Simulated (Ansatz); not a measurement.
# Si(111) with OH on 25 % of the top atoms and H on the rest: bands and core levels, part 3 of 4

Aim: core-level components, unfolded bands and work function of Si(111) with OH on 25 % of the top atoms and H on the rest.

Ansatz 0.2.0; DFT, PBE, plane-wave PAW, default files, scalar-relativistic.

So far, gap on the k-mesh (eV): step 2 (relaxation) 1.09.

**3. Bands by layer (continued)**

Peaks of A(k,E) at the labelled points: for each region the eleven nearest the zero at most, each over 6 % of that point's highest, less those above the energy where the solved bands run out; weight and spread sum the levels within three half widths or 0.3 eV, so near peaks share levels. Peaks of the spectral function, the first 40 of 130 rows:

| point | weight on | E (eV) | A (1/eV) | weight near the peak | rms spread of levels (eV) |
| --- | --- | --- | --- | --- | --- |
| K | total | -4.42 | 3.91 | 1.52 | 0.112 |
| K | total | -4.22 | 2.793 | 2.14 | 0.211 |
| K | total | -3.88 | 6.22 | 2.395 | 0.111 |
| K | total | -3.6 | 2.168 | 1.512 | 0.114 |
| K | total | -3.18 | 3.598 | 1.027 | 0.069 |
| K | total | -2.82 | 1.239 | 0.466 | 0.131 |
| K | total | -2.26 | 6.154 | 1.878 | 0.048 |
| K | total | -1.68 | 0.576 | 0.115 | 0.09 |
| K | total | 2.14 | 2.33 | 0.492 | 0 |
| K | total | 2.54 | 7.918 | 2.465 | 0.08 |
| K | total | 4.46 | 3.84 | 2.4 | 0.149 |
| K | top | -4.22 | 1.086 | 0.385 | 0.143 |
| K | top | -3.84 | 1.44 | 0.494 | 0.108 |
| K | top | -3.6 | 0.566 | 0.458 | 0.115 |
| K | top | -3.08 | 0.607 | 0.269 | 0.148 |
| K | top | -2.82 | 0.472 | 0.2 | 0.131 |
| K | top | -2.24 | 0.923 | 0.29 | 0.062 |
| K | top | -1.68 | 0.231 | 0.057 | 0.09 |
| K | top | -1.3 | 0.088 | 0.025 | 0.078 |
| K | top | 2.14 | 0.403 | 0.086 | 0 |
| K | top | 2.56 | 1.307 | 0.397 | 0.075 |
| K | top | 3.34 | 0.104 | 0.023 | 0.124 |
| K | middle | -6.6 | 4.343 | 1.121 | 0.012 |
| K | middle | -4.42 | 2.388 | 0.81 | 0.093 |
| K | middle | -3.84 | 1.717 | 0.606 | 0.103 |
| K | middle | -3.18 | 1.595 | 0.448 | 0.054 |
| K | middle | -2.82 | 0.505 | 0.183 | 0.13 |
| K | middle | -2.26 | 3.866 | 1.186 | 0.048 |
| K | middle | 2.14 | 1.581 | 0.345 | 0 |
| K | middle | 2.54 | 4.493 | 1.404 | 0.08 |
| K | middle | 4.46 | 1.434 | 0.856 | 0.144 |
| K | middle | 4.64 | 1.799 | 0.869 | 0.137 |
| K | bottom | -6.6 | 1.813 | 0.456 | 0.003 |
| K | bottom | -4.4 | 0.651 | 0.182 | 0.091 |
| K | bottom | -3.92 | 3.238 | 0.959 | 0.042 |
| K | bottom | -3.58 | 0.868 | 0.462 | 0.131 |
| K | bottom | -3.18 | 1.303 | 0.336 | 0.051 |
| K | bottom | -2.28 | 1.229 | 0.339 | 0.037 |
| K | bottom | 2.14 | 0.299 | 0.054 | 0 |
| K | bottom | 2.54 | 1.784 | 0.558 | 0.083 |

The DOS has structure finer than the step of the table below, so its rows give means over 1 eV, whole bins alone (the curve runs from -22.4 to 4.61 eV). Peaks (eV: height): total -6.6: 26.0, -2.9: 25.1, 3.5: 26.6, 4.2: 43.5; Si 3p -2.9: 21.2, -2.3: 21.9, -1.7: 22.4, 4.2: 22.4; Si 3s -9.8: 7.69, -9.5: 8.08, -9.0: 9.16, -6.6: 10.9; H 1s -4.0: 3.21, -3.6: 3.07, -2.8: 1.99, 3.4: 1.82; O 2p -9.2: 1.18, -8.5: 1.17, -4.3: 2.83, -3.8: 2.58.

Table of DOS by E, zero at the valence-band maximum; means over each step; values in states/eV/cell:

| E (eV) | total | Si 3p | Si 3s | H 1s | O 2p | O 2s |
| --- | --- | --- | --- | --- | --- | --- |
| -21 | 1.15 | 0.0765 | 0.0479 | 0.154 | 0.0285 | 0.833 |
| -20 | 0.850 | 0.0566 | 0.0355 | 0.114 | 0.0211 | 0.616 |
| -19 | 0 | 0 | 0 | 0 | 0 | 0 |
| -18 | 0 | 0 | 0 | 0 | 0 | 0 |
| -17 | 0 | 0 | 0 | 0 | 0 | 0 |
| -16 | 0 | 0 | 0 | 0 | 0 | 0 |
| -15 | 0 | 0 | 0 | 0 | 0 | 0 |
| -14 | 0 | 0 | 0 | 0 | 0 | 0 |
| -13 | 0 | 0 | 0 | 0 | 0 | 0 |
| -12 | 0.180 | 0.00938 | 0.164 | 0.00404 | 6.9e-4 | 5.9e-5 |
| -11 | 4.10 | 0.767 | 3.14 | 0.123 | 0.0416 | 0.00188 |
| -10 | 7.48 | 1.84 | 5.08 | 0.285 | 0.220 | 0.00196 |
| -9 | 9.36 | 2.41 | 5.80 | 0.518 | 0.554 | 0.00416 |
| -8 | 5.28 | 1.53 | 2.85 | 0.484 | 0.359 | 0.0171 |
| -7 | 8.86 | 3.86 | 3.95 | 0.747 | 0.182 | 0.0222 |
| -6 | 8.29 | 3.96 | 3.14 | 0.837 | 0.205 | 0.0381 |
| -5 | 4.28 | 1.96 | 1.02 | 0.589 | 0.586 | 0.0619 |
| -4 | 16.2 | 10.6 | 1.27 | 2.21 | 1.90 | 0.0289 |
| -3 | 15.2 | 12.8 | 0.732 | 1.02 | 0.526 | 0.0100 |
| -2 | 18.3 | 16.6 | 0.708 | 0.431 | 0.311 | 0.00878 |
| -1 | 8.57 | 7.82 | 0.121 | 0.358 | 0.126 | 0.00383 |
| 0 | 1.85 | 1.78 | 0.00103 | 9.0e-4 | 0.0141 | 5.0e-4 |
| 1 | 2.09 | 1.18 | 0.568 | 0.0398 | 0.00691 | 0.00488 |
| 2 | 11.6 | 6.29 | 3.03 | 0.406 | 0.0596 | 0.0465 |
| 3 | 19.1 | 10.9 | 3.29 | 1.01 | 0.0631 | 0.0578 |
| 4 | 26.7 | 14.2 | 2.96 | 1.24 | 0.0712 | 0.0424 |

This run's widths, added to any smearing of the DOS itself: Gaussian 0.3 eV, Lorentzian 0.1 eV plus 0.03 an eV of depth. The intensity by binding energy, zero at the valence-band maximum; values in % of the maximum within 13 eV:

| binding energy (eV) | 21.2 eV | 40.8 eV | 1486.7 eV | 2984.3 eV | 5950 eV |
| --- | --- | --- | --- | --- | --- |
| 0 | 2.34 | 2.82 | 3.35 | 1.84 | 1.15 |
| 2 | 28.0 | 30.9 | 36.4 | 22.7 | 16.3 |
| 4 | 94.5 | 96.9 | 38.2 | 27.1 | 22.1 |
| 6 | 28.0 | 26.4 | 58.0 | 55.2 | 53.8 |
| 8 | 23.0 | 26.0 | 48.2 | 47.7 | 47.4 |
| 10 | 19.5 | 25.5 | 75.6 | 75.8 | 75.9 |
| 12 | - | 1.96 | 7.39 | 7.44 | 7.45 |
| 14 | - | 0.519 | 1.34 | 1.29 | 1.26 |
| 16 | - | 0.377 | 0.848 | 0.767 | 0.714 |
| 18 | - | 0.613 | 1.28 | 1.04 | 0.882 |
| 20 | - | 8.44 | 17.3 | 13.1 | 10.4 |
| 22 | - | 1.41 | 2.87 | 2.21 | 1.77 |

Maxima picked by a test of local sharpness, so broad peaks and shoulders can be missing; peaks within 0.45 eV of a curve's cut are left out. Valence peaks, by row, the first 40 of 49 rows:

| photon energy (eV) | binding energy (eV) | height (% of the maximum within 13 eV) | main shell | its share (%) |
| --- | --- | --- | --- | --- |
| 21.2 | 9.161 | 33.81 | O 2p | 39.12 |
| 21.2 | 8.511 | 31.4 | O 2p | 41.19 |
| 21.2 | 7.311 | 24.87 | H 1s | 50.29 |
| 21.2 | 6.511 | 34.41 | H 1s | 54.25 |
| 21.2 | 5.211 | 39.96 | H 1s | 45.29 |
| 21.2 | 3.811 | 100 | H 1s | 47.67 |
| 21.2 | 2.861 | 55.85 | H 1s | 45.3 |
| 21.2 | 1.661 | 36.08 | Si 3p | 37.46 |
| 40.8 | 20.51 | 20.48 | O 2s | 78.5 |
| 40.8 | 9.211 | 42.7 | O 2p | 52.53 |
| 40.8 | 8.561 | 37.89 | O 2p | 57.47 |
| 40.8 | 7.861 | 26.79 | O 2p | 61.12 |
| 40.8 | 7.311 | 25.32 | O 2p | 44.64 |
| 40.8 | 6.511 | 31.02 | Si 3s | 36.75 |
| 40.8 | 5.161 | 43.03 | O 2p | 69.36 |
| 40.8 | 4.211 | 100 | O 2p | 80.43 |
| 40.8 | 3.861 | 98.17 | O 2p | 72.47 |
| 40.8 | 2.911 | 53.58 | O 2p | 55.35 |
| 40.8 | 2.311 | 35.55 | Si 3p | 44.84 |
| 40.8 | 1.661 | 38.3 | Si 3p | 44.31 |
| 1487 | 20.51 | 41.84 | O 2s | 95.97 |
| 1487 | 9.211 | 100 | Si 3s | 94.89 |
| 1487 | 7.261 | 52.09 | Si 3s | 89.59 |
| 1487 | 6.561 | 88.55 | Si 3s | 87.33 |
| 1487 | 5.961 | 58.17 | Si 3s | 85.14 |
| 1487 | 3.661 | 45.39 | Si 3s | 51.99 |
| 1487 | 2.861 | 40.32 | Si 3p | 63.94 |
| 1487 | 2.261 | 40.7 | Si 3p | 66.85 |
| 1487 | 1.711 | 40.32 | Si 3p | 70.71 |
| 1487 | 0.4607 | 8.211 | Si 3p | 89.36 |
| 2984 | 20.51 | 31.8 | O 2s | 95.3 |
| 2984 | 10.46 | 65.42 | Si 3s | 98.14 |
| 2984 | 9.211 | 100 | Si 3s | 97.69 |
| 2984 | 7.261 | 50.59 | Si 3s | 94.59 |
| 2984 | 6.561 | 85.16 | Si 3s | 93.68 |
| 2984 | 3.661 | 34.2 | Si 3s | 70.96 |
| 2984 | 2.811 | 26.04 | Si 3s | 52.4 |
| 2984 | 2.261 | 25.92 | Si 3s | 50.47 |
| 2984 | 1.711 | 24.73 | Si 3p | 52.77 |
| 5950 | 20.51 | 25.01 | O 2s | 94.41 |

From the valence-band maximum. The planar mean, electrostatic potential by z:

z (Å), planar mean, electrostatic potential (eV) and a bar from the least value:
```
        0        4.6 ##############################
        1        4.6 ##############################
        2        4.7 ##############################
        3        4.7 ##############################
        4        4.7 ##############################
        5        4.6 ##############################
        6        4.5 ##############################
        7        2.1 #########################
        8       -4.0 ##############
        9      -11.0 
       10        0.0 #####################
       11       -1.9 ##################
       12      -11.2 
       13       -2.0 #################
       14        0.1 #####################
       15      -11.0 
       16       -4.2 #############
       17        1.6 ########################
       18        4.1 #############################
       19        4.6 ##############################
       20        4.6 ##############################
       21        4.6 ##############################
       22        4.6 ##############################
       23        4.6 ##############################
       24        4.6 ##############################
```

The intensity has structure finer than the step of the table below, so its rows give means over 1 eV, whole bins alone (the curve runs from -22.4 to 1.41 eV). Peaks (eV: height): O K -9.2: 27.9, -4.3: 99.1; O K, E along x -5.2: 59.5, -4.3: 88.5; O K, E along y -3.9: 148; O K, E along z -9.2: 58.2, -4.4: 84.0; Si K-beta -2.2: 100.0.

Shapes are the site's partial DOS without matrix elements, which overweights lines from ligand s bands. Intensity against emission energy less the core level's binding energy, zero at the valence-band maximum; means over each step; 7 of 9 lines; values in % of the unpolarised maximum:

| emission energy less the core level's binding energy (eV) | O K | O K, E along x | O K, E along y | O K, E along z | Si K-beta | Si K-beta, E along x | Si K-beta, E along y |
| --- | --- | --- | --- | --- | --- | --- | --- |
| -21 | 1.17 | 2.50 | 0.738 | 0.267 | 0.504 | 0.201 | 0.200 |
| -20 | 1.11 | 2.37 | 0.705 | 0.273 | 0.515 | 0.225 | 0.224 |
| -19 | 0.252 | 0.442 | 0.165 | 0.149 | 0.300 | 0.236 | 0.236 |
| -18 | 0.165 | 0.226 | 0.110 | 0.160 | 0.294 | 0.273 | 0.273 |
| -17 | 0.162 | 0.187 | 0.105 | 0.193 | 0.334 | 0.327 | 0.326 |
| -16 | 0.185 | 0.192 | 0.116 | 0.247 | 0.402 | 0.401 | 0.401 |
| -15 | 0.231 | 0.224 | 0.136 | 0.334 | 0.506 | 0.512 | 0.511 |
| -14 | 0.312 | 0.286 | 0.169 | 0.483 | 0.677 | 0.691 | 0.689 |
| -13 | 0.472 | 0.404 | 0.222 | 0.788 | 1.01 | 1.04 | 1.04 |
| -12 | 0.944 | 0.709 | 0.336 | 1.79 | 2.05 | 2.13 | 2.12 |
| -11 | 3.52 | 2.16 | 0.787 | 7.60 | 6.07 | 6.45 | 6.43 |
| -10 | 13.7 | 8.70 | 2.67 | 29.8 | 12.5 | 13.5 | 13.4 |
| -9 | 25.6 | 19.4 | 5.77 | 51.6 | 16.1 | 17.9 | 17.7 |
| -8 | 20.4 | 21.8 | 6.65 | 32.6 | 14.5 | 15.5 | 15.4 |
| -7 | 12.6 | 18.7 | 6.92 | 12.1 | 23.7 | 22.4 | 22.7 |
| -6 | 15.1 | 25.8 | 10.8 | 8.68 | 28.8 | 26.9 | 27.0 |
| -5 | 39.4 | 52.0 | 32.1 | 34.2 | 27.0 | 24.6 | 24.5 |
| -4 | 85.0 | 72.3 | 126 | 57.0 | 63.5 | 57.3 | 58.4 |
| -3 | 34.7 | 29.6 | 60.4 | 14.1 | 87.5 | 85.5 | 85.2 |
| -2 | 18.6 | 16.1 | 32.9 | 6.87 | 98.4 | 102 | 101 |
| -1 | 8.86 | 7.41 | 16.0 | 3.19 | 59.5 | 65.1 | 65.1 |
| 0 | 1.65 | 1.49 | 2.84 | 0.607 | 17.6 | 22.5 | 22.7 |

Sums over each group's atoms; left-over states aren't shared out by site. Site centres, by row:

| group | element | shell | occupied states | centre of occupied part (eV) | centre up to the window's top (eV) |
| --- | --- | --- | --- | --- | --- |
| adsorbate | O | 2s | 1.649 | -18.7 | -16.81 |
| adsorbate | O | 2p | 5.072 | -5.326 | -4.988 |
| adsorbate | H | 1s | 3.71 | -6.244 | -3.44 |
| layer 1 | Si | 3s | 4.558 | -8.24 | -5.269 |
| layer 1 | Si | 3p | 10.42 | -4.031 | -1.437 |
| layer 2 | Si | 3s | 4.744 | -7.855 | -4.975 |
| layer 2 | Si | 3p | 11.29 | -3.595 | -1.299 |
| layer 3 | Si | 3s | 4.735 | -7.887 | -4.931 |
| layer 3 | Si | 3p | 11.13 | -3.701 | -1.284 |
| middle | Si | 3s | 4.731 | -7.891 | -4.894 |
| middle | Si | 3p | 11.13 | -3.7 | -1.283 |
| other layers | Si | 3s | 9.303 | -8.026 | -5.065 |
| other layers | Si | 3p | 22.05 | -3.665 | -1.266 |
| other layers | H | 1s | 4.166 | -5.113 | -3.052 |

Window up to 4.6 eV. Shell moments, by row:

| element | shell | occupied states an atom | centre of occupied part (eV) | rms width of occupied part (eV) | centre up to the window's top (eV) | rms width up to the window's top (eV) |
| --- | --- | --- | --- | --- | --- | --- |
| O | 2s | 1.649 | -18.7 | 4.945 | -16.81 | 7.736 |
| O | 2p | 5.072 | -5.326 | 2.824 | -4.988 | 3.23 |
| H | 1s | 0.9845 | -5.645 | 3.655 | -3.241 | 5.098 |
| Si | 3s | 1.17 | -7.986 | 2.42 | -5.031 | 5.317 |
| Si | 3p | 2.751 | -3.723 | 2.587 | -1.305 | 3.977 |

The broadened DOS, unweighted empty DOS by E, zero at the valence-band maximum; read off at these points:

| E (eV) | broadened DOS, unweighted empty DOS (states/eV/cell) |
| --- | --- |
| -0.94 | 0 |
| -0.84 | 0 |
| -0.64 | 0 |
| -0.54 | 0 |
| -0.44 | 0 |
| -0.24 | 0 |
| -0.14 | 0 |
| -0.04 | 0 |
| 0.16 | 3.9e-4 |
| 0.26 | 0.00211 |
| 0.36 | 0.00959 |
| 0.56 | 0.117 |
| 0.66 | 0.315 |
| 0.76 | 0.712 |
| 0.96 | 2.19 |
| 1.06 | 3.01 |
| 1.16 | 3.57 |
| 1.36 | 3.93 |
| 1.46 | 4.41 |
| 1.56 | 5.60 |
| 1.66 | 7.52 |
| 1.86 | 11.8 |
| 1.96 | 13.1 |
| 2.06 | 13.7 |
| 2.26 | 13.9 |
| 2.36 | 14.3 |
| 2.46 | 15.1 |
| 2.66 | 17.0 |
| 2.76 | 17.8 |
| 2.86 | 18.3 |
| 3.06 | 19.1 |
| 3.16 | 19.5 |
| 3.26 | 20.2 |
| 3.46 | 21.5 |
| 3.56 | 21.4 |
| 3.66 | 20.7 |
| 3.86 | 20.5 |
| 3.96 | 22.4 |

The spectra weight each projected shell by its atomic cross section (Dirac–Hartree–Slater) and angular factor, for linear light with the analyser at 0° from the polarisation. Broadening, on top of any smearing of the DOS itself: a Gaussian of 0.3 eV and a Lorentzian of 0.1 eV plus 0.03 times the binding energy (full widths), Fermi edge at 300 K. Each atom is damped by exp[−depth/(λ cos θ)], θ = 0° from the normal, λ from the universal curve. Curves are cut 10 eV under the photon energy, above any shell that the free atom's threshold puts out of reach, or at the lower edge of the window: 11.2 eV at 21.2 eV, 22.4 eV at 40.8 eV, 22.4 eV at 1486.7 eV, 22.4 eV at 2984.3 eV and 22.4 eV at 5950 eV. Dipole terms alone, which is rough above 3 keV; no background, satellites or final-state effects.

How the area divides among the shells (%):

| shell | 21.2 eV | 40.8 eV | 1486.7 eV | 2984.3 eV | 5950 eV |
| --- | --- | --- | --- | --- | --- |
| O 2s | 0.0 | 5.5 | 9.4 | 7.9 | 6.6 |
| O 2p | 35.2 | 52.0 | 1.0 | 0.4 | 0.1 |
| H 1s | 41.2 | 10.2 | 0.1 | 0.1 | 0.0 |
| Si 3s | 9.0 | 16.1 | 71.1 | 82.2 | 88.7 |
| Si 3p | 14.6 | 16.2 | 18.4 | 9.4 | 4.5 |

Cross sections used, in Mb an electron:

| shell | 21.2 eV | 40.8 eV | 1486.7 eV | 2984.3 eV | 5950 eV |
| --- | --- | --- | --- | --- | --- |
| O 2s | - | 0.40 | 9.4e-4 | 1.4e-4 | 1.8e-5 |
| O 2p | 2.7 | 1.6 | 6.3e-5 | 4.7e-6 | 3.1e-7 |
| H 1s | 1.9 | 0.29 | 3.0e-6 | 2.9e-7 | 2.7e-8 |
| Si 3s | 0.13 | 0.19 | 5.3e-4 | 1.0e-4 | 1.6e-5 |
| Si 3p | 0.15 | 0.14 | 8.8e-5 | 8.8e-6 | 7.5e-7 |

Regions along c: top from 15.2 to 21.7 Å, middle from 9.8 to 14.9 Å, bottom from 3.0 to 9.5 Å.

The largest force component on a free atom is 0.002 eV/Å, so the atoms are at rest for these settings too.

(Continued in part 4 of 4.)

[Logs are printed without paths, hosts, clocks, repeated set-up lines and the standing remarks that a program may print on its own settings, such as how far it seeks lower states.]

[Hosts, paths, dates, database ids (printed as entryN), source tags and the programs' standing remarks are cut or masked in the printed files.]

[Maps of the electrostatic potential energy from Ansatz leave out the sawtooth potential of an applied field or a dipole correction, so their vacuum need not be flat; work functions include it.]
